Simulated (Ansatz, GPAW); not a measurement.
**A 9-layer slab of Fe(100): work function by functional and basis**

How far do functional and basis move the work function of a 9-layer slab of Fe(100)?

Program: GPAW 26.7.0 and Ansatz 0.2.0. Level of theory: Ansatz plane waves; slab in vacuum with a dipole correction, relaxation, in the first sound run; inputs show where later runs differ. Results are calculated unless marked as measured.

This is a report of a sequence of runs, with most program output left out.

## Step 1: The structure

The cell holds 9 atoms: 9 Fe. Its edges and angles: a = 2.870 Å, b = 2.870 Å, c = 25.480 Å, α = 90.0°, β = 90.0°, γ = 90.0°. Vacuum lies along c.

## Step 2: Relaxation

The atoms are relaxed first, since the surface dipole, and with it the work function, follows the positions of the outer layers. The lowest 4 atoms are held at bulk positions and keep their forces.

input.yaml reads:

```yaml
crystal:
  lattice:
    - [2.87, 0.0, 0.0]
    - [0.0, 2.87, 0.0]
    - [0.0, 0.0, 25.48]
  atoms:
    - { symbol: Fe, position: [0.0, 0.0, 0.2747252747], spin: 2.5 }
    - { symbol: Fe, position: [0.5, 0.5, 0.331043956], spin: 2.5 }
    - { symbol: Fe, position: [0.0, 0.0, 0.3873626374], spin: 2.5 }
    - { symbol: Fe, position: [0.5, 0.5, 0.4436813187], spin: 2.5 }
    - { symbol: Fe, position: [0.0, 0.0, 0.5], spin: 2.5 }
    - { symbol: Fe, position: [0.5, 0.5, 0.5563186813], spin: 2.5 }
    - { symbol: Fe, position: [0.0, 0.0, 0.6126373626], spin: 2.5 }
    - { symbol: Fe, position: [0.5, 0.5, 0.668956044], spin: 2.5 }
    - { symbol: Fe, position: [0.0, 0.0, 0.7252747253], spin: 2.5 }
magnetization:
  spin_polarized: true
kpoints:
  mp_grid: { grid: [11, 11, 1] }
hamiltonian:
  xc: pbe
scf:
  occupations: { method: fermi_dirac, width: 0.1 }
efield:
  axis: 3
  dipole_correction: true
  ramp_width: 0.05
relax:
  f_tol: 0.02
  max_steps: 60
  constraints: [{ sites: [0, 1, 2, 3] }]
output:
  write_potential: true
  write_density: true
  volumetric_format: npy
```

Launch:

```sh
$ ansatz run input.yaml --threads 4 --pin off --max-ram 8192MiB --backend cpu --events-out ev --progress --plain --runs-dir out
```

Run time: 53 s. Hardware: 4 threads of Intel Xeon 6975P-C (Granite Rapids), shared host; peak memory 1.2 GiB.

The steps of the relaxation:

```
step  energy less that of the first step (eV)  largest force component (eV/Å)
   1                                   0.0000                          0.4324
   2                                  -0.0292                          0.2445
   3                                  -0.0391                          0.0191
   4                                  -0.0391                          0.0191
```

Forces are held to the 8 operations that the run works with; a distortion that breaks them can't arise in this run.

The atoms that moved most (Å):

```
atom     dx     dy      dz  length
 Fe9  0.000  0.000  -0.217   0.217
 Fe8  0.000  0.000  -0.129   0.129
 Fe7  0.000  0.000  -0.129   0.129
 Fe6  0.000  0.000  -0.088   0.088
 Fe5  0.000  0.000  -0.047   0.047
```

Final coordinates:

```cif
data_structure
_symmetry_space_group_name_H-M 'P 1'
_symmetry_Int_Tables_number 1
_cell_length_a 2.8700
_cell_length_b 2.8700
_cell_length_c 25.4800
_cell_angle_alpha 90.000
_cell_angle_beta 90.000
_cell_angle_gamma 90.000
_cell_volume 209.88
loop_
_atom_site_label
_atom_site_type_symbol
_atom_site_fract_x
_atom_site_fract_y
_atom_site_fract_z
_atom_site_occupancy
Fe1 Fe 0.00000 0.00000 0.27473 1
Fe2 Fe 0.50000 0.50000 0.33104 1
Fe3 Fe 0.00000 0.00000 0.38736 1
Fe4 Fe 0.50000 0.50000 0.44368 1
Fe5 Fe 0.00000 0.00000 0.49814 1
Fe6 Fe 0.50000 0.50000 0.55288 1
Fe7 Fe 0.00000 0.00000 0.60759 1
Fe8 Fe 0.50000 0.50000 0.66388 1
Fe9 Fe 0.00000 0.00000 0.71677 1
```

This step gave:

```
free energy             : -40321.8553 eV
smearing term TS        : 0.3280 eV
magnetization           : 22.11 μB
absolute magnetization  : 23.15 μB
symmetry operations     : 8
upper work function     : 3.886 eV
lower work function     : 3.865 eV
dipole along the normal : -9.64e-4 e·Å
dipole field            : -8.31e-4 V/Å
vacuum level above      : 11.09 eV
vacuum level below      : 11.07 eV
```

The electrostatic potential energy of an electron (with the applied field's), less the Fermi level, planar mean oscillates, so the rows of the table below give means over windows of 1.42 Å about each position, cut where the curve ends. Its maxima inside the range that stand out by 2 % of the span (Å: eV): 7.8: -7.00, 9.2: -6.84, 10.6: -6.74, 12.0: -7.57, 13.4: -7.49, 14.7: -7.55, 16.1: -6.91, 17.6: -8.47. Its minima: 7.1: -11.9, 8.5: -11.9, 9.9: -11.9, 11.3: -11.9, 12.7: -11.9, 14.2: -11.9, 15.4: -11.9, 17.0: -12.0, 18.3: -12.1.

Electrostatic potential energy of an electron (with the applied field's), less the Fermi level, planar mean against z; means over each step:

z (Å), electrostatic potential energy of an electron (with the applied field's), less the Fermi level, planar mean (eV) and a bar from the least value:
```
     0.71        3.9 ##############################
     2.13        3.9 ##############################
     3.55        3.9 ##############################
     4.97        3.5 #############################
     6.39       -4.8 ############
     7.81       -9.6 ##
     9.23       -9.5 ##
    10.65       -9.4 ##
    12.07       -9.9 #
    13.49       -9.8 #
    14.91       -9.8 #
    16.33       -9.5 ##
    17.75      -10.4 
    19.17       -1.7 ##################
    20.59        3.7 ##############################
    22.01        3.9 ##############################
    23.43        3.9 ##############################
    24.85        3.9 ##############################
```

The valence density, planar mean (density) oscillates, so the rows of the table below give means over windows of 1.42 Å about each position, cut where the curve ends. Its maxima inside the range that stand out by 2 % of the span (Å: e/Å³): 6.9: 2.31, 8.5: 2.34, 9.9: 2.37, 11.3: 2.39, 12.7: 2.37, 14.2: 2.34, 15.4: 2.36, 17.0: 2.33, 18.3: 2.38. Its minima: 7.8: 0.535, 9.2: 0.518, 10.6: 0.510, 12.0: 0.565, 13.4: 0.571, 14.7: 0.576, 16.1: 0.528, 17.6: 0.619.

Valence density, planar mean against z; means over each step:

| z (Å) | density (e/Å³) | rho spin (e/Å³) |
| --- | --- | --- |
| 2.13 | 1.5e-5 | 3.4e-6 |
| 3.55 | 4.3e-4 | 1.2e-4 |
| 4.97 | 0.0122 | 0.00398 |
| 6.39 | 0.833 | 0.172 |
| 7.81 | 1.34 | 0.213 |
| 9.23 | 1.34 | 0.200 |
| 10.65 | 1.35 | 0.190 |
| 12.07 | 1.42 | 0.196 |
| 13.49 | 1.41 | 0.192 |
| 14.91 | 1.41 | 0.200 |
| 16.33 | 1.35 | 0.195 |
| 17.75 | 1.46 | 0.241 |
| 19.17 | 0.388 | 0.0859 |
| 20.59 | 0.00605 | 0.00204 |
| 22.01 | 2.1e-4 | 6.6e-5 |
| 23.43 | 7.2e-6 | 1.9e-6 |

Site moment by atom:

```
atom  site moment (μB)
 Fe1              2.98
 Fe2              2.41
 Fe3              2.43
 Fe4              2.25
 Fe5              2.25
 Fe6              2.21
 Fe7              2.39
 Fe8              2.32
 Fe9              2.92
```

The relaxation lowered the energy of the cell by 0.0391 eV.

## Step 3: Plane waves, PBE

With the geometry fixed, the planar mean of the potential gives the vacuum level on each side.

This step: GPAW, PAW setups; slab in vacuum (GPAW 26.7.0).

run.py reads:

```python
import json
import numpy as np
from ase import Atoms
from gpaw import GPAW, PW

slab = Atoms(
    ['Fe', 'Fe', 'Fe', 'Fe', 'Fe', 'Fe', 'Fe', 'Fe', 'Fe'],
    positions=[
        [0.00000, 0.00000, 7.00000],
        [1.43500, 1.43500, 8.43500],
        [0.00000, 0.00000, 9.87000],
        [1.43500, 1.43500, 11.30500],
        [-0.00000, 0.00000, 12.69250],
        [1.43500, 1.43500, 14.08742],
        [0.00000, 0.00000, 15.48128],
        [1.43500, 1.43500, 16.91571],
        [0.00000, 0.00000, 18.26326]],
    cell=[[2.87, 0.0, 0.0], [0.0, 2.87, 0.0], [0.0, 0.0, 25.48]],
    pbc=[True, True, False],
    magmoms=[2.5, 2.5, 2.5, 2.5, 2.5, 2.5, 2.5, 2.5, 2.5])

slab.calc = GPAW(mode=PW(400), xc='PBE', kpts={'size': (11, 11, 1), 'gamma': True},
                 occupations={'name': 'fermi-dirac', 'width': 0.1}, nbands='160%',
                 convergence={'density': 1e-05}, maxiter=200,
                 poissonsolver={'dipolelayer': 'xy'},
                 symmetry={'tolerance': 1e-3}, txt='slab.txt')
result = {}
energy = slab.get_potential_energy()
fermi = slab.calc.get_fermi_level()
v = slab.calc.get_electrostatic_potential().mean((0, 1)) - fermi
n = slab.calc.get_pseudo_density().mean((0, 1))
L = slab.cell[2, 2]
z = np.arange(len(v)) * L / len(v)
low, high = slab.positions[:, 2].min(), slab.positions[:, 2].max()
below, above = np.interp([low - 4.8, high + 4.8], z, v)
slopes = [np.interp(x, z, np.gradient(v, z)) for x in (low - 4.8, high + 4.8)]
eps = np.array([[slab.calc.get_eigenvalues(k, s) for k in range(len(slab.calc.get_ibz_k_points()))]
                for s in range(slab.calc.get_number_of_spins())]) - fermi
top, bottom = eps[eps < 0].max(), eps[eps > 0].min()
dipole = slab.get_dipole_moment()[2]
print(f'energy {energy:.4f} eV, Fermi level {fermi:.4f} eV, dipole {dipole:.5f} e A')
print(f'potential 4.8 A off the faces, from the Fermi level: lower {below:.4f} eV, upper {above:.4f} eV')
print(f'slope of the potential there: lower {slopes[0]:.5f}, upper {slopes[1]:.5f} eV/A')
print(f'nearest levels on the mesh: {top:.4f} and {bottom:.4f} eV')
print('magnetic moment', round(slab.get_magnetic_moment(), 3))
result.update(energy=energy, fermi=fermi, dipole=dipole, below=below, above=above, slopes=slopes, edges=[top, bottom],
              z=z.tolist(), v=v.tolist(), n=n.tolist(), positions=slab.positions.tolist(),
              forces=slab.get_forces(apply_constraint=False).tolist(), moments=slab.get_magnetic_moments().tolist())
json.dump(result, open('result.json', 'w'))
```

Launch:

```sh
$ OMP_NUM_THREADS=1 OPENBLAS_NUM_THREADS=1 python run.py
```

Wall time 11 min (1 thread); peak memory 0.41 GiB.

Numbers from this step:

```yaml
dipole_along_the_normal: -0.001982 e·Å
levels_nearest_the_fermi_level_on_the_mesh: -0.001151, 0.007970 eV from the Fermi level
upper_work_function: 3.890 eV
lower_work_function: 3.872 eV
sum_of_the_site_moments: 21.99 μB
```

The electrostatic potential energy of an electron (without an applied field's), less the Fermi level, planar mean oscillates, so the rows of the table below give means over windows of 1.38 Å about each position, cut where the curve ends. Its maxima inside the range that stand out by 2 % of the span (Å: eV): 7.8: -5.44, 9.1: -5.32, 10.6: -5.26, 12.0: -5.88, 13.4: -5.78, 14.8: -5.85, 16.2: -5.40, 17.6: -6.71. Its minima: 7.0: -14.6, 8.4: -14.4, 9.9: -14.5, 11.4: -14.3, 12.7: -14.4, 14.1: -14.5, 15.5: -14.5, 16.9: -14.6, 18.3: -14.7.

Table of electrostatic potential energy of an electron (without an applied field's), less the Fermi level, planar mean by z; means over each step:

```csv
z (Å),"electrostatic potential energy of an electron (without an applied field's), less the Fermi level, planar mean (eV)"
0.69,3.87
2.07,3.87
3.45,3.86
4.83,3.59
6.21,-2.81
7.59,-9.63
8.97,-9.55
10.35,-9.52
11.73,-9.98
13.11,-9.96
14.49,-9.97
15.87,-9.69
17.25,-10.5
18.63,-7.60
20.01,3.14
21.39,3.86
22.77,3.89
24.15,3.89
```

The pseudo valence density, planar mean oscillates, so the rows of the table below give means over windows of 1.49 Å about each position, cut where the curve ends. Its maxima inside the range that stand out by 2 % of the span (Å: e/Å³): 7.0: 1.03, 8.5: 1.03, 9.8: 0.990, 11.3: 1.04, 12.7: 1.04, 14.0: 1.03, 15.5: 1.05, 17.0: 1.03, 18.3: 1.04. Its minima: 7.6: 0.433, 9.1: 0.428, 10.6: 0.428, 12.1: 0.466, 13.4: 0.450, 14.9: 0.456, 16.1: 0.432, 17.6: 0.477.

Table of pseudo valence density, planar mean by z; means over each step:

```csv
z (Å),"pseudo valence density, planar mean (e/Å³)"
2.23,2.1e-5
3.72,7.0e-4
5.21,0.0231
6.70,0.543
8.19,0.672
9.68,0.670
11.17,0.675
12.66,0.683
14.15,0.683
15.64,0.674
17.13,0.698
18.62,0.525
20.11,0.0198
21.60,5.9e-4
23.09,1.8e-5
```

Site moment by atom:

| atom | site moment (μB) |
| --- | --- |
| Fe1 | 2.94 |
| Fe2 | 2.39 |
| Fe3 | 2.41 |
| Fe4 | 2.24 |
| Fe5 | 2.23 |
| Fe6 | 2.20 |
| Fe7 | 2.38 |
| Fe8 | 2.30 |
| Fe9 | 2.90 |

Force by atom:

```csv
atom,x (eV/Å),y (eV/Å),z (eV/Å),size
Fe1,0.000,0.000,0.337,0.337
Fe2,0.000,0.000,-0.326,0.326
Fe3,0.000,0.000,0.110,0.110
Fe4,0.000,0.000,-0.255,0.255
Fe5,0.000,0.000,-0.015,0.015
Fe6,0.000,0.000,0.023,0.023
Fe7,0.000,0.000,-0.004,0.004
Fe8,0.000,0.000,0.003,0.003
Fe9,0.000,0.000,0.127,0.127
```

The potential is flat to 9.3e-4 eV/Å where it is read, so the vacuum is wide enough. The geometry is the other program's minimum; here the largest force on a free atom is 0.13 eV/Å.

## Step 4: Self-consistent run: xc = "revPBE"

The same geometry under revPBE, to see how far the functional moves the levels against the vacuum.

Changes to run.py since step 3:

```diff
@@ -21,3 +21,3 @@
 
-slab.calc = GPAW(mode=PW(400), xc='PBE', kpts={'size': (11, 11, 1), 'gamma': True},
+slab.calc = GPAW(mode=PW(400), xc='revPBE', kpts={'size': (11, 11, 1), 'gamma': True},
                  occupations={'name': 'fermi-dirac', 'width': 0.1}, nbands='160%',
```

It took 12 min on 1 thread; peak memory 0.41 GiB.

This step gave:

| Property | Result |
| --- | --- |
| dipole along the normal | -0.001854 e·Å |
| levels nearest the Fermi level on the mesh | -0.002568, 0.007695 eV from the Fermi level |
| upper work function | 3.726 eV |
| lower work function | 3.712 eV |
| sum of the site moments | 22.28 μB |

The electrostatic potential energy of an electron (without an applied field's), less the Fermi level, planar mean oscillates, so the rows of the table below give means over windows of 1.38 Å about each position, cut where the curve ends. Its maxima inside the range that stand out by 2 % of the span (Å: eV): 7.8: -5.56, 9.1: -5.42, 10.6: -5.36, 12.0: -5.97, 13.4: -5.87, 14.8: -5.94, 16.2: -5.50, 17.6: -6.83. Its minima: 7.0: -14.7, 8.4: -14.5, 9.9: -14.5, 11.4: -14.4, 12.7: -14.5, 14.1: -14.5, 15.5: -14.6, 16.9: -14.7, 18.3: -14.8.

The electrostatic potential energy of an electron (without an applied field's), less the Fermi level, planar mean by z; means over each step:

z (Å), electrostatic potential energy of an electron (without an applied field's), less the Fermi level, planar mean (eV) and a bar from the least value:
```
     0.69        3.7 ##############################
     2.07        3.7 ##############################
     3.45        3.7 ##############################
     4.83        3.4 #############################
     6.21       -2.9 ################
     7.59       -9.7 ##
     8.97       -9.6 ##
    10.35       -9.6 ##
    11.73      -10.1 #
    13.11      -10.0 #
    14.49      -10.0 #
    15.87       -9.8 ##
    17.25      -10.6 
    18.63       -7.7 ######
    20.01        3.0 ############################
    21.39        3.7 ##############################
    22.77        3.7 ##############################
    24.15        3.7 ##############################
```

The pseudo valence density, planar mean oscillates, so the rows of the table below give means over windows of 1.49 Å about each position, cut where the curve ends. Its maxima inside the range that stand out by 2 % of the span (Å: e/Å³): 7.0: 1.03, 8.5: 1.03, 9.8: 0.991, 11.3: 1.04, 12.7: 1.04, 14.0: 1.03, 15.5: 1.05, 17.0: 1.03, 18.3: 1.04. Its minima: 7.6: 0.432, 9.1: 0.426, 10.6: 0.427, 12.1: 0.465, 13.4: 0.449, 14.9: 0.455, 16.1: 0.431, 17.6: 0.475.

The pseudo valence density, planar mean by z; means over each step:

| z (Å) | pseudo valence density, planar mean (e/Å³) |
| --- | --- |
| 2.23 | 2.3e-5 |
| 3.72 | 6.8e-4 |
| 5.21 | 0.0230 |
| 6.70 | 0.543 |
| 8.19 | 0.671 |
| 9.68 | 0.670 |
| 11.17 | 0.675 |
| 12.66 | 0.683 |
| 14.15 | 0.683 |
| 15.64 | 0.674 |
| 17.13 | 0.698 |
| 18.62 | 0.525 |
| 20.11 | 0.0197 |
| 21.60 | 5.8e-4 |
| 23.09 | 1.9e-5 |

Site moment by atom:

```csv
atom,site moment (μB)
Fe1,2.96
Fe2,2.42
Fe3,2.45
Fe4,2.28
Fe5,2.26
Fe6,2.23
Fe7,2.41
Fe8,2.34
Fe9,2.92
```

Force by atom:

```
atom  x (eV/Å)  y (eV/Å)  z (eV/Å)   size
 Fe1     0.000     0.000     0.118  0.118
 Fe2     0.000     0.000    -0.351  0.351
 Fe3     0.000     0.000     0.104  0.104
 Fe4     0.000     0.000    -0.260  0.260
 Fe5     0.000     0.000    -0.009  0.009
 Fe6     0.000     0.000     0.016  0.016
 Fe7     0.000     0.000     0.007  0.007
 Fe8     0.000     0.000     0.018  0.018
 Fe9     0.000     0.000     0.357  0.357
```

The upper face's work function is 3.726 eV, against 3.890 eV in the first plane-wave PBE run at this geometry.

## Step 5: OptPBE vdW: xc = "optPBE-vdW"

The same geometry under optPBE-vdW, to see how far the functional moves the levels against the vacuum (the van der Waals functionals take revPBE setups).

Changes to run.py since step 4:

```diff
@@ -21,3 +21,3 @@
 
-slab.calc = GPAW(mode=PW(400), xc='revPBE', kpts={'size': (11, 11, 1), 'gamma': True},
+slab.calc = GPAW(mode=PW(400), xc='optPBE-vdW', kpts={'size': (11, 11, 1), 'gamma': True},
                  occupations={'name': 'fermi-dirac', 'width': 0.1}, nbands='160%',
```

Wall time 12 min (1 thread); peak memory 0.55 GiB.

This step gave:

| Item | Value |
| --- | --- |
| dipole along the normal | -0.002037 e·Å |
| levels nearest the Fermi level on the mesh | -3.48e-4, 0.003800 eV from the Fermi level |
| upper work function | 4.159 eV |
| lower work function | 4.140 eV |
| sum of the site moments | 21.65 μB |

The electrostatic potential energy of an electron (without an applied field's), less the Fermi level, planar mean oscillates, so the rows of the table below give means over windows of 1.38 Å about each position, cut where the curve ends. Its maxima inside the range that stand out by 2 % of the span (Å: eV): 7.8: -5.41, 9.1: -5.32, 10.6: -5.27, 12.0: -5.89, 13.4: -5.80, 14.8: -5.85, 16.2: -5.41, 17.6: -6.67. Its minima: 7.0: -14.5, 8.4: -14.3, 9.9: -14.4, 11.4: -14.3, 12.7: -14.4, 14.1: -14.4, 15.5: -14.5, 16.9: -14.5, 18.3: -14.6.

Table of electrostatic potential energy of an electron (without an applied field's), less the Fermi level, planar mean by z; means over each step:

```csv
z (Å),"electrostatic potential energy of an electron (without an applied field's), less the Fermi level, planar mean (eV)"
0.69,4.14
2.07,4.14
3.45,4.12
4.83,3.81
6.21,-2.69
7.59,-9.56
8.97,-9.52
10.35,-9.51
11.73,-9.96
13.11,-9.94
14.49,-9.95
15.87,-9.68
17.25,-10.4
18.63,-7.50
20.01,3.33
21.39,4.12
22.77,4.16
24.15,4.16
```

The upper face's work function is 4.159 eV, against 3.890 eV in the first plane-wave PBE run at this geometry.

[end of part 1 of 2]

[Logs are printed without paths, hosts, clocks, repeated set-up lines and the standing remarks that a program may print on its own settings, such as how far it seeks lower states.]

[Hosts, paths, dates, database ids (printed as entryN), source tags and the programs' standing remarks are cut or masked in the printed files.]
